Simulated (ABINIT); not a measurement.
# Bi2S2O (P4/nmm): G0W0 with ABINIT, start to end, part 2 of 3

How does a plane-wave GW calculation on Bi2S2O (P4/nmm) run from the first input to the gap?

ABINIT 10.8.3; PBEsol and many-body steps on it, plane waves. Known limits of the many-body steps: not at the basis limit; no spin-orbit coupling; coarse k mesh.

So far. Step 2 (Ground state): The gap is direct, at (0.500, 0.000, 0.000).

**3. Bands along the symmetry lines**

Level of this step: DFT, PBEsol, plane waves, norm-conserving pseudopotentials (ABINIT).

Levels along a band path, at the cheap level, show where the edges lie and whether the meshes to come will hold them.

File run.abi:

```
acell 3*1.0 Angstrom
rprim 
  3.954101390000 0.000000000000 0.000000000000
  0.000000000000 3.954101390000 0.000000000000
  0.000000000000 0.000000000000 14.050579580000
ntypat 3
znucl 83 16 8
natom 10
typat 1 1 1 1 2 2 2 2 3 3
xred 
  0.000000000000 0.500000000000 0.866495830000
  0.500000000000 0.000000000000 0.133504170000
  0.500000000000 0.000000000000 0.589093140000
  0.000000000000 0.500000000000 0.410906860000
  0.500000000000 0.000000000000 0.894313410000
  0.000000000000 0.500000000000 0.105686590000
  0.000000000000 0.500000000000 0.687487520000
  0.500000000000 0.000000000000 0.312512480000
  0.000000000000 0.000000000000 0.500000000000
  0.500000000000 0.500000000000 0.500000000000
pp_dirpath "pseudos"
pseudos "Bi.upf, S.upf, O.upf"
ecut 42
iscf -2
irdden 1
kptopt 0
nkpt 30
kpt 
  0.00000000 0.00000000 0.00000000
  0.00000000 0.16666667 0.00000000
  0.00000000 0.33333333 0.00000000
  0.00000000 0.50000000 0.00000000
  0.16666667 0.50000000 0.00000000
  0.33333333 0.50000000 0.00000000
  0.50000000 0.50000000 0.00000000
  0.33333333 0.33333333 0.00000000
  0.16666667 0.16666667 0.00000000
  0.00000000 0.00000000 0.00000000
  0.00000000 0.00000000 0.16666667
  0.00000000 0.00000000 0.33333333
  0.00000000 0.00000000 0.50000000
  0.00000000 0.16666667 0.50000000
  0.00000000 0.33333333 0.50000000
  0.00000000 0.50000000 0.50000000
  0.16666667 0.50000000 0.50000000
  0.33333333 0.50000000 0.50000000
  0.50000000 0.50000000 0.50000000
  0.33333333 0.33333333 0.50000000
  0.16666667 0.16666667 0.50000000
  0.00000000 0.00000000 0.50000000
  0.00000000 0.50000000 0.00000000
  0.00000000 0.50000000 0.16666667
  0.00000000 0.50000000 0.33333333
  0.00000000 0.50000000 0.50000000
  0.50000000 0.50000000 0.00000000
  0.50000000 0.50000000 0.16666667
  0.50000000 0.50000000 0.33333333
  0.50000000 0.50000000 0.50000000
istwfk *1
nband 71
nbdbuf 2
tolwfr 1e-08
nstep 40
prtwf 0
prtvol 0
indata_prefix "in"
outdata_prefix "out"
tmpdata_prefix "tmp"
```

The run is started by

```sh
$ OMP_NUM_THREADS=1 mpirun -n 4 abinit run.abi > log
```

Numbers of over 12 decimals in the logs are rounded to 6 here.

The log of the run:

```text
.Version 10.8.3 of ABINIT. v10.8.2 released Aug 2026.

 Symmetries : space group P4/n m m (#129); Bravais tP (primitive tetrag.)
[... echo of the input left out ...]
== DATASET  1 ==================================================================
-   mpi_nproc: 4, omp_nthreads: 1 (-1 if OMP is not activated)

--- !DatasetInfo
iteration_state: {dtset: 1, }
dimensions: {natom: 10, nkpt: 30, mband: 71, nsppol: 1, nspinor: 1, nspden: 1, mpw: 19392, }
cutoff_energies: {ecut:  42.0, pawecutdg:  -1.0, }
electrons: {nelect:   1.28000000E+02, charge:   0.00000000E+00, occopt:   1.00000000E+00, tsmear:   1.00000000E-02, }

 Real(R)+Recip(G) space primitive vectors, cartesian coordinates (Bohr,Bohr^-1):
 R(1)=  7.4721687  0.0000000  0.0000000  G(1)=  0.1338300  0.0000000  0.0000000
 R(2)=  0.0000000  7.4721687  0.0000000  G(2)=  0.0000000  0.1338300  0.0000000
 R(3)=  0.0000000  0.0000000 26.5517473  G(3)=  0.0000000  0.0000000  0.0376623
 Unit cell volume ucvol=  1.4824718E+03 bohr^3
 Angles (23,13,12)=  9.00000000E+01  9.00000000E+01  9.00000000E+01 degrees

 getcut: wavevector=  0.0000  0.0000  0.0000  ngfft=  45  45 160
         ecut(hartree)=     42.000   => boxcut(ratio)=   2.01844

--- Pseudopotential description ------------------------------------------------
- Bi Generated using ONCVPSP code by D. R. Hamann
- 83.00000  23.00000  180301                  znucl, zion, pspdat
12 -116133 2 -1 1472                          pspcod,pspxc,lmax,lloc,mmax
     nproj     2     2     2
  pspatm : epsatm=   28.42398882
         --- l  ekb(1:nproj) -->
             0   17.099263    2.333947
             1    7.134189    1.181075
             2    3.367336    0.414803
 pspatm: atomic psp has been read  and splines computed

- S Generated using ONCVPSP code by D. R. Hamann
- 16.00000   6.00000  180301                  znucl, zion, pspdat
12 -116133 2 -1 1146                          pspcod,pspxc,lmax,lloc,mmax
     nproj     2     2     2
  pspatm : epsatm=    8.71840686
         --- l  ekb(1:nproj) -->
[...]
pspatm: atomic psp has been read  and splines computed

- O Generated using ONCVPSP code by D. R. Hamann
-  8.00000   6.00000  180301                  znucl, zion, pspdat
12 -116133 2 -1 936                           pspcod,pspxc,lmax,lloc,mmax
     nproj     2     2     1
  pspatm : epsatm=    6.20179097
         --- l  ekb(1:nproj) -->
[...]
2   -1.335834
 pspatm: atomic psp has been read  and splines computed

--------------------------------------------------------------------------------

================================================================================
 prteigrs : about to open file out_EIG
 Non-SCF case, kpt    1 (  0.00000  0.00000  0.00000), residuals and eigenvalues=
  8.34E-09  8.11E-09  8.43E-09  7.03E-09  1.42E-09  6.56E-09  1.35E-09  6.47E-09
[...]
iteration_state: {dtset: 1, }
comment   : Summary of ground state results
lattice_vectors:
- [  7.4721687,   0.0000000,   0.0000000, ]
- [  0.0000000,   7.4721687,   0.0000000, ]
- [  0.0000000,   0.0000000,  26.5517473, ]
lattice_lengths: [   7.47217,    7.47217,   26.55175, ]
lattice_angles: [ 90.000,  90.000,  90.000, ] # degrees, (23, 13, 12)
lattice_volume:   1.4824718E+03
convergence: {deltae:  0.000E+00, res2:  0.000E+00, residm:  9.992E-09, diffor:  0.000E+00, }
etotal    :  -1.00534764E+03
entropy   :   0.00000000E+00
fermie    :   2.44653320E-01
cartesian_stress_tensor: null
pressure_GPa: null
xred      :
- [  0.0000E+00,   5.0000E-01,   8.6650E-01, Bi]
- [  5.0000E-01,   0.0000E+00,   1.3350E-01, Bi]
- [  5.0000E-01,   0.0000E+00,   5.8909E-01, Bi]
- [  0.0000E+00,   5.0000E-01,   4.1091E-01, Bi]
- [  5.0000E-01,   0.0000E+00,   8.9431E-01,  S]
- [  0.0000E+00,   5.0000E-01,   1.0569E-01,  S]
- [  0.0000E+00,   5.0000E-01,   6.8749E-01,  S]
- [  5.0000E-01,   0.0000E+00,   3.1251E-01,  S]
- [  0.0000E+00,   0.0000E+00,   5.0000E-01,  O]
- [  5.0000E-01,   5.0000E-01,   5.0000E-01,  O]
cartesian_forces: null
force_length_stats: {min: null, max: null, mean: null, }

 Integrated electronic density in atomic spheres:
 ------------------------------------------------
 Atom  Sphere_radius  Integrated_density
[...]
================================================================================

 ----iterations are completed or convergence reached----

 Mean square residual over all n,k,spin=   54.163E-10; max=  99.918E-10
 reduced coordinates (array xred) for   10 atoms
[...]
0.000000000000      0.000000000000      0.500000000000
       0.500000000000      0.500000000000      0.500000000000

 cartesian coordinates (angstrom) at end:
    1      0.000000     1.977051    12.174769
    2      1.977051     0.000000     1.875811
    3      1.977051     0.000000     8.277100
[...]
9      0.000000     0.000000     7.025290
   10      1.977051     1.977051     7.025290
 length scales=  1.889726125908  1.889726125908  1.889726125908 bohr
              =  1.000000000000  1.000000000000  1.000000000000 angstroms
 prteigrs : about to open file out_EIG
 Eigenvalues (hartree) for nkpt=  30  k points:
 kpt#   1, nband= 71, wtk=  1.00000, kpt=  0.0000  0.0000  0.0000 (reduced coord)
[...]
kpt#   2, nband= 71, wtk=  1.00000, kpt=  0.0000  0.1667  0.0000 (reduced coord)
[...]
kpt#   3, nband= 71, wtk=  1.00000, kpt=  0.0000  0.3333  0.0000 (reduced coord)
[...]
kpt#  29, nband= 71, wtk=  1.00000, kpt=  0.5000  0.5000  0.3333 (reduced coord)
[...]
0.35342    0.35342    0.38176    0.38176    0.39195    0.39195    0.41337
 kpt#  30, nband= 71, wtk=  1.00000, kpt=  0.5000  0.5000  0.5000 (reduced coord)
[...]
0.05989    0.05989    0.06374    0.06374    0.10484    0.10484    0.14408    0.14408
   0.15258    0.15258    0.18861    0.18861    0.18948    0.18948    0.20651    0.20651
   0.35537    0.35537    0.37993    0.37993    0.38810    0.38810    0.41467

== END DATASET(S) ==============================================================
================================================================================

 -outvars: echo values of variables after computation  --------
            nband          71
             nkpt          30
          spgroup         129
 [... the other variables as echoed above ...]

 Calculation completed.
```

Run time: 6.3 min. Hardware: 4 MPI ranks of Arm Neoverse V2, shared host; peak memory 1.1 GiB.

This step gave:

```yaml
gap: 0.9404 eV
k_of_the_valence_top: 0, 0.5, 0
k_of_the_conduction_bottom: 0, 0.5, 0
least_direct_gap: 0.9404 eV
```

The gap is 0.940 eV, as in the run before at this level.

The electronic bands at the labelled points (eV, zero at the top of the highest filled band):

```csv
point,band 61,band 62,band 63,band 64,band 65,band 66,band 67,band 68
Γ,-0.99,-0.93,-0.78,-0.78,1.37,2.12,3.83,4.00
X,-0.49,-0.49,0.00,0.00,0.94,0.94,1.50,1.50
M,-1.48,-1.48,-1.17,-1.17,2.83,2.83,3.92,3.92
Γ,-0.99,-0.93,-0.78,-0.78,1.37,2.12,3.83,4.00
Z,-1.12,-0.90,-0.76,-0.76,1.47,2.24,3.77,4.08
R,-0.52,-0.52,0.00,0.00,0.95,0.95,1.50,1.50
A,-1.50,-1.50,-1.04,-1.04,3.01,3.01,3.68,3.68
Z,-1.12,-0.90,-0.76,-0.76,1.47,2.24,3.77,4.08
jump to X,-0.49,-0.49,0.00,0.00,0.94,0.94,1.50,1.50
R,-0.52,-0.52,0.00,0.00,0.95,0.95,1.50,1.50
jump to M,-1.48,-1.48,-1.17,-1.17,2.83,2.83,3.92,3.92
A,-1.50,-1.50,-1.04,-1.04,3.01,3.01,3.68,3.68
```

**4. Empty states on the mesh, 4×4×1 mesh, 166 bands**

The sums over transitions need many empty states on a uniform mesh; this step solves for them.

File run.abi:

```
acell 3*1.0 Angstrom
rprim 
  3.954101390000 0.000000000000 0.000000000000
  0.000000000000 3.954101390000 0.000000000000
  0.000000000000 0.000000000000 14.050579580000
ntypat 3
znucl 83 16 8
natom 10
typat 1 1 1 1 2 2 2 2 3 3
xred 
  0.000000000000 0.500000000000 0.866495830000
  0.500000000000 0.000000000000 0.133504170000
  0.500000000000 0.000000000000 0.589093140000
  0.000000000000 0.500000000000 0.410906860000
  0.500000000000 0.000000000000 0.894313410000
  0.000000000000 0.500000000000 0.105686590000
  0.000000000000 0.500000000000 0.687487520000
  0.500000000000 0.000000000000 0.312512480000
  0.000000000000 0.000000000000 0.500000000000
  0.500000000000 0.500000000000 0.500000000000
pp_dirpath "pseudos"
pseudos "Bi.upf, S.upf, O.upf"
ecut 42
ngkpt 4 4 1
nshiftk 1
shiftk 0 0 0
kptopt 1
chksymbreak 0
iscf -2
irdden 1
istwfk *1
nband 166
nbdbuf 14
tolwfr 1e-09
nstep 60
prtvol 0
indata_prefix "in"
outdata_prefix "out"
tmpdata_prefix "tmp"
```

The log of the run:

```text
.Version 10.8.3 of ABINIT. v10.8.2 released Aug 2026.

 Symmetries : space group P4/n m m (#129); Bravais tP (primitive tetrag.)
[... echo of the input left out ...]
== DATASET  1 ==================================================================
-   mpi_nproc: 4, omp_nthreads: 1 (-1 if OMP is not activated)

--- !DatasetInfo
iteration_state: {dtset: 1, }
dimensions: {natom: 10, nkpt: 6, mband: 166, nsppol: 1, nspinor: 1, nspden: 1, mpw: 19392, }
cutoff_energies: {ecut:  42.0, pawecutdg:  -1.0, }
electrons: {nelect:   1.28000000E+02, charge:   0.00000000E+00, occopt:   1.00000000E+00, tsmear:   1.00000000E-02, }

 Real(R)+Recip(G) space primitive vectors, cartesian coordinates (Bohr,Bohr^-1):
 R(1)=  7.4721687  0.0000000  0.0000000  G(1)=  0.1338300  0.0000000  0.0000000
 R(2)=  0.0000000  7.4721687  0.0000000  G(2)=  0.0000000  0.1338300  0.0000000
 R(3)=  0.0000000  0.0000000 26.5517473  G(3)=  0.0000000  0.0000000  0.0376623
 Unit cell volume ucvol=  1.4824718E+03 bohr^3
 Angles (23,13,12)=  9.00000000E+01  9.00000000E+01  9.00000000E+01 degrees

 getcut: wavevector=  0.0000  0.0000  0.0000  ngfft=  45  45 160
         ecut(hartree)=     42.000   => boxcut(ratio)=   2.01844

--- Pseudopotential description ------------------------------------------------
- Bi Generated using ONCVPSP code by D. R. Hamann
- 83.00000  23.00000  180301                  znucl, zion, pspdat
12 -116133 2 -1 1472                          pspcod,pspxc,lmax,lloc,mmax
     nproj     2     2     2
  pspatm : epsatm=   28.42398882
         --- l  ekb(1:nproj) -->
             0   17.099263    2.333947
             1    7.134189    1.181075
             2    3.367336    0.414803
 pspatm: atomic psp has been read  and splines computed

- S Generated using ONCVPSP code by D. R. Hamann
- 16.00000   6.00000  180301                  znucl, zion, pspdat
12 -116133 2 -1 1146                          pspcod,pspxc,lmax,lloc,mmax
     nproj     2     2     2
  pspatm : epsatm=    8.71840686
         --- l  ekb(1:nproj) -->
[...]
pspatm: atomic psp has been read  and splines computed

- O Generated using ONCVPSP code by D. R. Hamann
-  8.00000   6.00000  180301                  znucl, zion, pspdat
12 -116133 2 -1 936                           pspcod,pspxc,lmax,lloc,mmax
     nproj     2     2     1
  pspatm : epsatm=    6.20179097
         --- l  ekb(1:nproj) -->
[...]
2   -1.335834
 pspatm: atomic psp has been read  and splines computed

--------------------------------------------------------------------------------

================================================================================
 prteigrs : about to open file out_EIG
 Non-SCF case, kpt    1 (  0.00000  0.00000  0.00000), residuals and eigenvalues=
  8.33E-10  9.88E-10  6.64E-10  6.70E-10  1.93E-10  3.31E-10  2.98E-10  3.35E-10
[...]
4.96E-07  2.16E-06  8.92E-05  1.23E-04  4.98E-05  1.46E-03
 -5.3920E+00 -5.3920E+00 -5.3822E+00 -5.3822E+00 -3.1155E+00 -3.1155E+00
 -3.1155E+00 -3.1155E+00 -3.1131E+00 -3.1131E+00 -3.1053E+00 -3.1053E+00
[...]
1.1892E+00  1.1948E+00  1.2105E+00  1.2426E+00  1.2426E+00  1.2679E+00
  1.2881E+00  1.3006E+00  1.3016E+00  1.3158E+00
 prteigrs : prtvol=0 or 1, do not print more k-points.

--- !ResultsGS
iteration_state: {dtset: 1, }
comment   : Summary of ground state results
lattice_vectors:
- [  7.4721687,   0.0000000,   0.0000000, ]
- [  0.0000000,   7.4721687,   0.0000000, ]
- [  0.0000000,   0.0000000,  26.5517473, ]
lattice_lengths: [   7.47217,    7.47217,   26.55175, ]
lattice_angles: [ 90.000,  90.000,  90.000, ] # degrees, (23, 13, 12)
lattice_volume:   1.4824718E+03
convergence: {deltae:  0.000E+00, res2:  0.000E+00, residm:  9.942E-10, diffor:  0.000E+00, }
etotal    :  -1.00534764E+03
entropy   :   0.00000000E+00
fermie    :   2.44653320E-01
cartesian_stress_tensor: null
pressure_GPa: null
xred      :
- [  0.0000E+00,   5.0000E-01,   8.6650E-01, Bi]
- [  5.0000E-01,   0.0000E+00,   1.3350E-01, Bi]
- [  5.0000E-01,   0.0000E+00,   5.8909E-01, Bi]
- [  0.0000E+00,   5.0000E-01,   4.1091E-01, Bi]
- [  5.0000E-01,   0.0000E+00,   8.9431E-01,  S]
- [  0.0000E+00,   5.0000E-01,   1.0569E-01,  S]
- [  0.0000E+00,   5.0000E-01,   6.8749E-01,  S]
- [  5.0000E-01,   0.0000E+00,   3.1251E-01,  S]
- [  0.0000E+00,   0.0000E+00,   5.0000E-01,  O]
- [  5.0000E-01,   5.0000E-01,   5.0000E-01,  O]
cartesian_forces: null
force_length_stats: {min: null, max: null, mean: null, }

 Integrated electronic density in atomic spheres:
 ------------------------------------------------
 Atom  Sphere_radius  Integrated_density
[...]
================================================================================

 ----iterations are completed or convergence reached----

 Mean square residual over all n,k,spin=   52.422E-11; max=  99.417E-11
 reduced coordinates (array xred) for   10 atoms
[...]
0.000000000000      0.000000000000      0.500000000000
       0.500000000000      0.500000000000      0.500000000000

 cartesian coordinates (angstrom) at end:
    1      0.000000     1.977051    12.174769
    2      1.977051     0.000000     1.875811
[...]
9      0.000000     0.000000     7.025290
   10      1.977051     1.977051     7.025290
 length scales=  1.889726125908  1.889726125908  1.889726125908 bohr
              =  1.000000000000  1.000000000000  1.000000000000 angstroms
 prteigrs : about to open file out_EIG
 Eigenvalues (hartree) for nkpt=   6  k points:
 kpt#   1, nband=166, wtk=  0.06250, kpt=  0.0000  0.0000  0.0000 (reduced coord)
[...]
1.12104    1.12138    1.12641    1.12641    1.14740    1.14740    1.14753    1.15100
   1.17674    1.17674    1.18316    1.18633    1.18918    1.19477    1.21051    1.24263
   1.24263    1.26785    1.28807    1.30061    1.30162    1.31580
 prteigrs : prtvol=0 or 1, do not print more k-points.

== END DATASET(S) ==============================================================
================================================================================

 -outvars: echo values of variables after computation  --------
            nband         166
             nkpt           6
          spgroup         129
 [... the other variables as echoed above ...]

 Calculation completed.
```

The job ended after 4.6 min (4 MPI ranks; peak memory 0.73 GiB).

This step gave:

```
gap                                                           : 0.9404 eV
k of the valence top                                          : 0.5, 0, 0
k of the conduction bottom                                    : 0.5, 0, 0
least direct gap                                              : 0.9404 eV
k points computed                                             : 6
lowest point of the top converged band, above the valence top : 24.38 eV
```

On this mesh the gap is 0.940 eV.

**5. Screening, 4×4×1 mesh, 152 bands, screening to 81.6 eV**

The RPA dielectric matrix is built and inverted for each q.

This step: RPA screening on PBEsol, plane waves, norm-conserving pseudopotentials.

Edit run.abi of step 4 so:

```diff
@@ -28,10 +28,11 @@
 chksymbreak 0
-iscf -2
-irdden 1
 istwfk *1
-nband 166
-nbdbuf 14
-tolwfr 1e-09
-nstep 60
-prtvol 0
+occopt 1
+irdwfk 1
+optdriver 3
+nband 152
+ecuteps 3
+inclvkb 2
+awtr 1
+symchi 1
 indata_prefix "in"
```

The log of the run:

```text
.Version 10.8.3 of ABINIT. v10.8.2 released Aug 2026.

 Symmetries : space group P4/n m m (#129); Bravais tP (primitive tetrag.)
[... echo of the input left out ...]
== DATASET  1 ==================================================================
-   mpi_nproc: 4, omp_nthreads: 1 (-1 if OMP is not activated)

--- !DatasetInfo
iteration_state: {dtset: 1, }
dimensions: {natom: 10, nkpt: 6, mband: 152, nsppol: 1, nspinor: 1, nspden: 1, mpw: 19392, }
cutoff_energies: {ecut:  42.0, pawecutdg:  -1.0, }
electrons: {nelect:   1.28000000E+02, charge:   0.00000000E+00, occopt:   1.00000000E+00, tsmear:   1.00000000E-02, }

 SCREENING: Calculation of the susceptibility and dielectric matrices

 Based on a program developped by R.W. Godby, V. Olevano, G. Onida, and L. Reining.
 Incorporated in ABINIT by V. Olevano, G.-M. Rignanese, and M. Torrent.
.Using double precision arithmetic ; gwpc =  8

[... cell and pseudopotentials left out ...]
--------------------------------------------------------------------------------

 ==== K-mesh for the wavefunctions ====
 Number of points in the irreducible wedge :     6
[... list of points left out ...]
 Together with 16 symmetry operations and time-reversal symmetry
 yields    16 points in the full Brillouin Zone.

 ==== Q-mesh for the screening function ====
 Number of points in the irreducible wedge :     6
[... list of points left out ...]
 Together with 16 symmetry operations and time-reversal symmetry
 yields    16 points in the full Brillouin Zone.

 setmesh: FFT mesh size selected  =    30x   30x  100
          total number of points  =        90000

 vcoul_init : cutoff-mode = AUXILIARY_FUNCTION
 q-points for optical limit:   1
     1)      0.000010    0.000020    0.000030

- screening: taking advantage of time-reversal symmetry
- Maximum band index for partially occupied states nbvw = 64
- Remaining bands to be divided among processors   nbcw = 88
- Number of bands treated by each node ~22

 Number of electrons calculated from density =  128.0000; Expected =  128.0000
 average of density, n =  0.086342
 r_s =    1.4036
 omega_plasma =   28.3444 [eV]

 calculating chi0 at frequencies [eV] :
  1    0.000000E+00    0.000000E+00
  2    0.000000E+00    2.834441E+01

--------------------------------------------------------------------------------
  q-point number  1        q = ( 0.000000, 0.000000, 0.000000) [r.l.u.]
--------------------------------------------------------------------------------
[... chi0 elements left out ...]
 For q-point:  0.000010 0.000020 0.000030
  dielectric constant =  24.9719
  dielectric constant without local fields =  26.9679

  Average fulfillment of the sum rule on Im[epsilon] for q-point    1 :     44.71  [%]
[... wings left out ...]
  q-point number  2        q = ( 0.250000, 0.000000, 0.000000) [r.l.u.]
--------------------------------------------------------------------------------
[... chi0 elements left out ...]
  Average fulfillment of the sum rule on Im[epsilon] for q-point    2 :     46.07  [%]

 [... 4 further q-points ...]
```

Wall time 5.1 min (4 MPI ranks); peak memory 4.7 GiB.

This step gave:

* ε∞ with local fields, on this mesh, along the program's q direction: 24.97
* the same without local fields: 26.97
* plasma frequency: 28.34 eV
* plane waves in the screening matrix: 357

Local fields lower ε∞ by 7 %. On a Γ-centred mesh this coarse the value itself is usually too large, while a short band sum pulls it down.

(Part 2 of 3 ends here.)

[Paths, hosts, dates, memory and timing lines, banners, echoed tables and standing remarks are left out of the program output.]

[Logs are printed without paths, hosts, clocks, repeated set-up lines and the standing remarks that a program may print on its own settings, such as how far it seeks lower states.]

[Runs of the session that timed out or met a known fault of the program may be left out.]

[Hosts, paths, dates, database ids (printed as entryN), source tags and the programs' standing remarks are cut or masked in the printed files.]

[G0W0 gaps are taken among the corrected bands and points alone; a level outside them can change the order at an edge.]

[Where Ansatz stands beside ABINIT at settings called matched, ABINIT's density can come from a denser mesh and the files from another edition; pairs whose starting gaps differed by over 0.03 eV were left out, so agreement reads better than it is.]
